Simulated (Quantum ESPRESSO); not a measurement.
# Magnetic state of Nickel from several starts

A self-consistent run ends on one state, which hangs on the start. Several orders of Nickel are started in Quantum ESPRESSO and their energies compared.

Main program and level: Quantum ESPRESSO 7.5; LDA; plane waves with GBRV 1.5 LDA potentials, no spin-orbit coupling.

## Step 1: Starting point

The structure is cubic, space group Fm-3m (No. 225). Conventional cell: a = 3.524 Å, b = 3.524 Å, c = 3.524 Å, α = 90.00°, β = 90.00°, γ = 90.00°. Nearest to Ni lie 12 Ni at 2.49 Å.

Coordinates:

```cif
data_structure
_symmetry_space_group_name_H-M 'P 1'
_symmetry_Int_Tables_number 1
_cell_length_a 2.4918
_cell_length_b 2.4918
_cell_length_c 2.4918
_cell_angle_alpha 60.000
_cell_angle_beta 60.000
_cell_angle_gamma 60.000
_cell_volume 10.94
loop_
_atom_site_label
_atom_site_type_symbol
_atom_site_fract_x
_atom_site_fract_y
_atom_site_fract_z
_atom_site_occupancy
Ni1 Ni 0.00000 0.00000 0.00000 1
```

The cell comes from the Crystallography Open Database.

## Step 2: Start 1: ferro +

The signs are those of the starting moments on the seeded atoms, the atoms that are given a moment.

pw.in reads:

```
&CONTROL
  calculation = 'scf'
  prefix = 'pwscf'
  outdir = './tmp'
  pseudo_dir = './pseudo'
  disk_io = 'nowf'
/
&SYSTEM
  ibrav = 0
  nat = 1
  ntyp = 1
  ecutwfc = 40
  ecutrho = 280
  nbnd = 15
  occupations = 'smearing'
  smearing = 'fd'
  degauss = 0.00734986
  nspin = 2
  starting_magnetization(1) = 0.0556
/
&ELECTRONS
  conv_thr = 2d-09
  electron_maxstep = 150
  mixing_beta = 0.3
/
ATOMIC_SPECIES
Ni     58.6934 ni_lda_v1.4.uspp.F.UPF
CELL_PARAMETERS angstrom
   0.0000000000    1.7619350000    1.7619350000
   1.7619350000    0.0000000000    1.7619350000
   1.7619350000    1.7619350000    0.0000000000
ATOMIC_POSITIONS crystal
Ni      0.0000000000    0.0000000000    0.0000000000
K_POINTS automatic
12 12 12 0 0 0
```

Launch:

```console
$ OMP_NUM_THREADS=1 mpirun -n 4 pw.x -nk 4 -in pw.in > pw.out
```

Log:

```text
Program PWSCF v.7.5 starts

     Message from routine setup:
     using ibrav=0 with symmetry is DISCOURAGED, use correct ibrav instead

     K-points division:     npool     =       4
     Subspace diagonalization in iterative solution of the eigenvalue problem:

     G-vector sticks info
     --------------------
     sticks:   dense  smooth     PW     G-vecs:    dense   smooth      PW
     Sum         433     253     85                 5817     2565     537

     Using Slab Decomposition

     bravais-lattice index     =            0
     lattice parameter (alat)  =       4.7087  a.u.
     unit-cell volume          =      73.8238 (a.u.)^3
     number of atoms/cell      =            1
     number of atomic types    =            1
     number of electrons       =        18.00
     number of Kohn-Sham states=           15
     kinetic-energy cutoff     =      40.0000  Ry
     charge density cutoff     =     280.0000  Ry
     scf convergence threshold =      2.0E-09
     mixing beta               =       0.3000
     number of iterations used =            8  plain     mixing
     Exchange-correlation=  SLA  PZ   NOGX NOGC
                           (   1   1   0   0   0   0   0)

     celldm(1)=   4.708730  celldm(2)=   0.000000  celldm(3)=   0.000000
     celldm(4)=   0.000000  celldm(5)=   0.000000  celldm(6)=   0.000000

     crystal axes: (cart. coord. in units of alat)
               a(1) = (   0.000000   0.707107   0.707107 )
               a(2) = (   0.707107   0.000000   0.707107 )
               a(3) = (   0.707107   0.707107   0.000000 )

     reciprocal axes: (cart. coord. in units 2 pi/alat)
               b(1) = ( -0.707107  0.707107  0.707107 )
               b(2) = (  0.707107 -0.707107  0.707107 )
               b(3) = (  0.707107  0.707107 -0.707107 )

     PseudoPot. # 1 for Ni read from file:
     ni_lda_v1.4.uspp.F.UPF
     Pseudo is Ultrasoft + core correction, Zval = 18.0
     Generated by new atomic code, or converted to UPF format
     Using radial grid of  865 points,  6 beta functions with:
                l(1) =   0
                l(2) =   0
                l(3) =   1
                l(4) =   1
                l(5) =   2
                l(6) =   2
     Q(r) pseudized with 10 coefficients,  rinner =    0.980   0.980   0.980
                                                       0.980   0.980

     atomic species   valence    mass     pseudopotential
     Ni               18.00    58.69340     Ni( 1.00)

     Starting magnetic structure
     atomic species   magnetization
     Ni              0.056

     48 Sym. Ops., with inversion, found

   Cartesian axes

     site n.     atom                  positions (alat units)
         1        Ni     tau(   1) = (   0.0000000   0.0000000   0.0000000  )

     number of k points=    72  Fermi-Dirac smearing, width (Ry)=  0.0073
                       cart. coord. in units 2pi/alat
        k(    1) = (   0.0000000   0.0000000   0.0000000), wk =   0.0005787
        k(    2) = (   0.0589256   0.0589256  -0.0589256), wk =   0.0046296
        k(    3) = (   0.1178511   0.1178511  -0.1178511), wk =   0.0046296
        k(    4) = (   0.1767767   0.1767767  -0.1767767), wk =   0.0046296
        k(    5) = (   0.2357023   0.2357023  -0.2357023), wk =   0.0046296
        [... 67 further k-points ...]

     Dense  grid:     5817 G-vectors     FFT dimensions: (  25,  25,  25)

     Smooth grid:     2565 G-vectors     FFT dimensions: (  20,  20,  20)

     Check: negative core charge=   -0.000020
     Generating pointlists ...
     new r_m :   0.4125 (alat units)  1.9424 (a.u.) for type    1

     Initial potential from superposition of free atoms

     starting charge      16.0000, renormalised to      18.0000
     Starting wfcs are   13 randomized atomic wfcs +    2 random wfcs

     Self-consistent Calculation

     iteration #  1     ecut=    40.00 Ry     beta= 0.30
     Davidson diagonalization with overlap
     ethr =  1.00E-02,  avg # of iterations =  4.7

     total energy              =    -336.37448990 Ry
     estimated scf accuracy    <      32.67679991 Ry

     total magnetization       =     0.16 Bohr mag/cell
     absolute magnetization    =     0.19 Bohr mag/cell

     iteration #  2     ecut=    40.00 Ry     beta= 0.30
     Davidson diagonalization with overlap
     ethr =  1.00E-02,  avg # of iterations =  3.0

     total energy              =    -342.88989748 Ry
     estimated scf accuracy    <       1.50183980 Ry

     total magnetization       =     0.39 Bohr mag/cell
     absolute magnetization    =     0.44 Bohr mag/cell

     iteration #  3     ecut=    40.00 Ry     beta= 0.30
     Davidson diagonalization with overlap
     ethr =  8.34E-03,  avg # of iterations =  1.9

     total energy              =    -343.18379726 Ry
     estimated scf accuracy    <       0.06283119 Ry

     total magnetization       =     0.68 Bohr mag/cell
     absolute magnetization    =     0.73 Bohr mag/cell

     [... further iterations left out ...]

     iteration #  8     ecut=    40.00 Ry     beta= 0.30
     Davidson diagonalization with overlap
     ethr =  3.79E-08,  avg # of iterations =  1.1

     total energy              =    -343.19593419 Ry
     estimated scf accuracy    <       0.00000089 Ry

     total magnetization       =     0.64 Bohr mag/cell
     absolute magnetization    =     0.71 Bohr mag/cell

     iteration #  9     ecut=    40.00 Ry     beta= 0.30
     Davidson diagonalization with overlap
     ethr =  4.92E-09,  avg # of iterations =  1.0

     total energy              =    -343.19593409 Ry
     estimated scf accuracy    <       0.00000068 Ry

     total magnetization       =     0.64 Bohr mag/cell
     absolute magnetization    =     0.71 Bohr mag/cell

     iteration # 10     ecut=    40.00 Ry     beta= 0.30
     Davidson diagonalization with overlap
     ethr =  3.76E-09,  avg # of iterations =  1.5

     total energy              =    -343.19593422 Ry
     estimated scf accuracy    <          4.2E-09 Ry

     total magnetization       =     0.64 Bohr mag/cell
     absolute magnetization    =     0.72 Bohr mag/cell

     iteration # 11     ecut=    40.00 Ry     beta= 0.30
     Davidson diagonalization with overlap
     ethr =  2.36E-11,  avg # of iterations =  1.7

     Magnetic moment per site  (integrated on atomic sphere of radius R)
     atom   1 (R=0.412)  charge= 16.7103  magn=  0.6742

     End of self-consistent calculation

     Number of k-points >= 100: set verbosity='high' to print the bands.

     the Fermi energy is    17.2894 ev

!    total energy              =    -343.19593423 Ry
     estimated scf accuracy    <          3.5E-10 Ry
     smearing contrib. (-TS)   =      -0.00413222 Ry
     internal energy E=F+TS    =    -343.19180200 Ry

     The total energy is F=E-TS. E is the sum of the following terms:
     one-electron contribution =    -192.61427474 Ry
     hartree contribution      =     107.53690714 Ry
     xc contribution           =     -35.03859278 Ry
     ewald contribution        =    -223.07584162 Ry

     total magnetization       =     0.64 Bohr mag/cell
     absolute magnetization    =     0.72 Bohr mag/cell

     convergence has been achieved in  11 iterations

=------------------------------------------------------------------------------=
   JOB DONE.
=------------------------------------------------------------------------------=
```

Elapsed: 2.8 s, on 4 MPI ranks of Intel Xeon Platinum 8375C at 2.90GHz (Ice Lake), shared host; peak memory 0.24 GiB.

Spin moment in the atom's sphere by atom:

```tsv
atom	spin moment in the atom's sphere (μB)
Ni1	0.674
```

This step gave:

| Quantity | Value |
| --- | --- |
| smearing term TS | 0.05622 eV |
| magnetization | 0.643 μB |
| absolute magnetization | 0.716 μB |
| final state | ferromagnetic |

Spin density in the ac plane of the conventional cell at fractional y = 0.000, with atoms of Ni within 0.2 Å of it.

Values in e/Å³, 14 rows by 14 columns, each cell a mean:
```
1.6 0.9 0.2 0.0 0.0 0.0 0.0 0.0 0.0 0.0 0.0 0.1 0.4 1.2
0.4 0.3 0.1 0.0 0.0 0.0 0.0 0.0 0.0 0.0 0.0 0.0 0.2 0.4
0.1 0.0 0.0 0.0 0.0 0.0 0.0 0.0 0.0 0.0 0.0 0.0 0.0 0.1
0.0 0.0 0.0 0.0 0.0 0.0 0.0 0.0 0.0 0.0 0.0 0.0 0.0 0.0
0.0 0.0 0.0 0.0 0.0 0.1 0.2 0.2 0.1 0.0 0.0 0.0 0.0 0.0
0.0 0.0 0.0 0.0 0.0 0.3 0.9 1.1 0.7 0.1 0.0 0.0 0.0 0.0
0.0 0.0 0.0 0.0 0.1 0.4 1.6 2.2 1.1 0.2 0.0 0.0 0.0 0.0
0.0 0.0 0.0 0.0 0.1 0.4 1.2 1.6 0.9 0.2 0.0 0.0 0.0 0.0
0.0 0.0 0.0 0.0 0.0 0.2 0.4 0.4 0.3 0.1 0.0 0.0 0.0 0.0
0.0 0.0 0.0 0.0 0.0 0.0 0.1 0.1 0.0 0.0 0.0 0.0 0.0 0.0
0.0 0.0 0.0 0.0 0.0 0.0 0.0 0.0 0.0 0.0 0.0 0.0 0.0 0.0
0.2 0.1 0.0 0.0 0.0 0.0 0.0 0.0 0.0 0.0 0.0 0.0 0.1 0.2
1.1 0.7 0.1 0.0 0.0 0.0 0.0 0.0 0.0 0.0 0.0 0.0 0.3 0.9
2.2 1.1 0.2 0.0 0.0 0.0 0.0 0.0 0.0 0.0 0.0 0.1 0.4 1.6
```
Columns run along a (3.5 Å), rows up along c (3.5 Å), edges of the conventional cell, whose origin can differ from the input's. Atoms in or near the plane, at fractional coordinates: Ni at (0.00, 0.00), Ni at (0.50, 0.50).

Valence density in the ac plane of the conventional cell at fractional y = 0.000, with atoms of Ni within 0.2 Å of it. It is the smooth field of the valence electrons, not physical close to the nuclei.

Ten even steps from '0' (0 e/Å³) to '9' (39 e/Å³), each cell a mean:
```
85100000000026
31000000000002
00000000000000
00000000000000
00000011000000
00000157400000
00000389710000
00000268510000
00000023100000
00000000000000
00000000000000
10000000000001
74000000000015
97100000000038
```
Columns run along a (3.5 Å), rows up along c (3.5 Å), edges of the conventional cell, whose origin can differ from the input's. Atoms in or near the plane, at fractional coordinates: Ni at (0.00, 0.00), Ni at (0.50, 0.50).

## Step 3: Run 2, typed as antiferro q=(0,1/2,1/2) +−

The cell is doubled to 2 atoms to hold this order. The wavevector q is in fractions of the reciprocal vectors of the crystal's primitive cell, as the cells of these inputs are built from it; moments change sign between cells as cos(2π q·R).

pw.in reads:

```
&CONTROL
  calculation = 'scf'
  prefix = 'pwscf'
  outdir = './tmp'
  pseudo_dir = './pseudo'
  disk_io = 'nowf'
/
&SYSTEM
  ibrav = 0
  nat = 2
  ntyp = 2
  ecutwfc = 40
  ecutrho = 280
  nbnd = 25
  occupations = 'smearing'
  smearing = 'fd'
  degauss = 0.00734986
  nspin = 2
  starting_magnetization(1) = 0.0556
  starting_magnetization(2) = -0.0556
/
&ELECTRONS
  conv_thr = 4d-09
  electron_maxstep = 150
  mixing_beta = 0.3
/
ATOMIC_SPECIES
Ni1    58.6934 ni_lda_v1.4.uspp.F.UPF
Ni2    58.6934 ni_lda_v1.4.uspp.F.UPF
CELL_PARAMETERS angstrom
   0.0000000000    1.7619350000    1.7619350000
   3.5238700000    0.0000000000    3.5238700000
   3.5238700000    1.7619350000    1.7619350000
ATOMIC_POSITIONS crystal
Ni1     0.0000000000    0.0000000000    0.0000000000
Ni2     0.0000000000    0.5000000000    0.0000000000
K_POINTS automatic
12 6 12 0 0 0
```

Log:

```text
[banner, memory and clock lines left out]
Program PWSCF v.7.5 starts

     Message from routine setup:
     using ibrav=0 with symmetry is DISCOURAGED, use correct ibrav instead

     bravais-lattice index     =            0
     lattice parameter (alat)  =       4.7087  a.u.
     unit-cell volume          =     147.6475 (a.u.)^3
     number of atoms/cell      =            2
     number of atomic types    =            2
     number of electrons       =        36.00
     number of Kohn-Sham states=           25
     kinetic-energy cutoff     =      40.0000  Ry
     charge density cutoff     =     280.0000  Ry
     scf convergence threshold =      4.0E-09
     mixing beta               =       0.3000
     number of iterations used =            8  plain     mixing
     Exchange-correlation=  SLA  PZ   NOGX NOGC
                           (   1   1   0   0   0   0   0)

     celldm(1)=   4.708730  celldm(2)=   0.000000  celldm(3)=   0.000000
     celldm(4)=   0.000000  celldm(5)=   0.000000  celldm(6)=   0.000000

     crystal axes: (cart. coord. in units of alat)
               a(1) = (   0.000000   0.707107   0.707107 )
               a(2) = (   1.414214   0.000000   1.414214 )
               a(3) = (   1.414214   0.707107   0.707107 )

     reciprocal axes: (cart. coord. in units 2 pi/alat)
               b(1) = ( -0.707107  0.707107  0.707107 )
               b(2) = (  0.000000 -0.707107  0.707107 )
               b(3) = (  0.707107  0.707107 -0.707107 )

     PseudoPot. # 1 for Ni read from file:
     ni_lda_v1.4.uspp.F.UPF
     Pseudo is Ultrasoft + core correction, Zval = 18.0

     PseudoPot. # 2 for Ni read from file:
     ni_lda_v1.4.uspp.F.UPF
     Pseudo is Ultrasoft + core correction, Zval = 18.0

     atomic species   valence    mass     pseudopotential
     Ni1              18.00    58.69340     Ni( 1.00)
     Ni2              18.00    58.69340     Ni( 1.00)

     Starting magnetic structure
     atomic species   magnetization
     Ni1             0.056
     Ni2            -0.056

     16 Sym. Ops., with inversion, found

   Cartesian axes

     site n.     atom                  positions (alat units)
         1        Ni1    tau(   1) = (   0.0000000   0.0000000   0.0000000  )
         2        Ni2    tau(   2) = (   0.7071068   0.0000000   0.7071068  )

     number of k points=   100  Fermi-Dirac smearing, width (Ry)=  0.0073

     Number of k-points >= 100: set verbosity='high' to print them.

     Dense  grid:    11691 G-vectors     FFT dimensions: (  25,  54,  45)

     Smooth grid:     5063 G-vectors     FFT dimensions: (  20,  40,  36)

     Check: negative core charge=   -0.000020
     Generating pointlists ...
     new r_m :   0.4125 (alat units)  1.9424 (a.u.) for type    1
     new r_m :   0.4125 (alat units)  1.9424 (a.u.) for type    2

     Initial potential from superposition of free atoms

     starting charge      32.0000, renormalised to      36.0000
     Starting wfcs are   26 randomized atomic wfcs

     Self-consistent Calculation

     iteration #  1     ecut=    40.00 Ry     beta= 0.30
     Davidson diagonalization with overlap
     ethr =  1.00E-02,  avg # of iterations =  4.4

     total energy              =    -672.94982189 Ry
     estimated scf accuracy    <      64.87299129 Ry

     total magnetization       =    -0.00 Bohr mag/cell
     absolute magnetization    =     0.40 Bohr mag/cell

     iteration #  2     ecut=    40.00 Ry     beta= 0.30
     Davidson diagonalization with overlap
     ethr =  1.00E-02,  avg # of iterations =  3.1

     total energy              =    -685.78125694 Ry
     estimated scf accuracy    <       2.91753135 Ry

     total magnetization       =     0.00 Bohr mag/cell
     absolute magnetization    =     0.66 Bohr mag/cell

     [... further iterations left out ...]

     iteration # 16     ecut=    40.00 Ry     beta= 0.30
     Davidson diagonalization with overlap
     ethr =  6.92E-11,  avg # of iterations =  1.1

     total energy              =    -686.38773126 Ry
     estimated scf accuracy    <          9.4E-09 Ry

     total magnetization       =     0.00 Bohr mag/cell
     absolute magnetization    =     0.00 Bohr mag/cell

     iteration # 17     ecut=    40.00 Ry     beta= 0.30
     Davidson diagonalization with overlap
     ethr =  2.61E-11,  avg # of iterations =  1.2

     Magnetic moment per site  (integrated on atomic sphere of radius R)
     atom   1 (R=0.412)  charge= 16.7147  magn=  0.0001
     atom   2 (R=0.412)  charge= 16.7147  magn= -0.0001

     End of self-consistent calculation

     Number of k-points >= 100: set verbosity='high' to print the bands.

     the Fermi energy is    17.1419 ev

!    total energy              =    -686.38773126 Ry
     estimated scf accuracy    <          1.6E-09 Ry
     smearing contrib. (-TS)   =      -0.01239874 Ry
     internal energy E=F+TS    =    -686.37533253 Ry

     The total energy is F=E-TS. E is the sum of the following terms:
     one-electron contribution =    -385.30565409 Ry
     hartree contribution      =     215.14536744 Ry
     xc contribution           =     -70.06336262 Ry
     ewald contribution        =    -446.15168325 Ry

     total magnetization       =    -0.00 Bohr mag/cell
     absolute magnetization    =     0.00 Bohr mag/cell

     convergence has been achieved in  17 iterations
```

The job ended after 21 s (4 MPI ranks; peak memory 0.33 GiB).

Spin moment in the atom's sphere by atom:

```tsv
atom	spin moment in the atom's sphere (μB)
Ni1	0.0001
Ni2	-0.0001
```

Read from the output:

* smearing term TS: 0.1687 eV
* magnetization: 0 μB
* absolute magnetization: 0 μB
* final state: non-magnetic

(Part 1 of 2 ends here.)

[Logs and program files are shortened in this print: banners, set-up blocks, solver, clock and traceback lines can be left out without a mark of their own.]

[Logs are printed without paths, hosts, clocks, repeated set-up lines and the standing remarks that a program may print on its own settings, such as how far it seeks lower states.]

[Hosts, paths, dates, database ids (printed as entryN), source tags and the programs' standing remarks are cut or masked in the printed files.]

[Where a cell is said to come from a database of computed structures, the database is the Materials Project.]
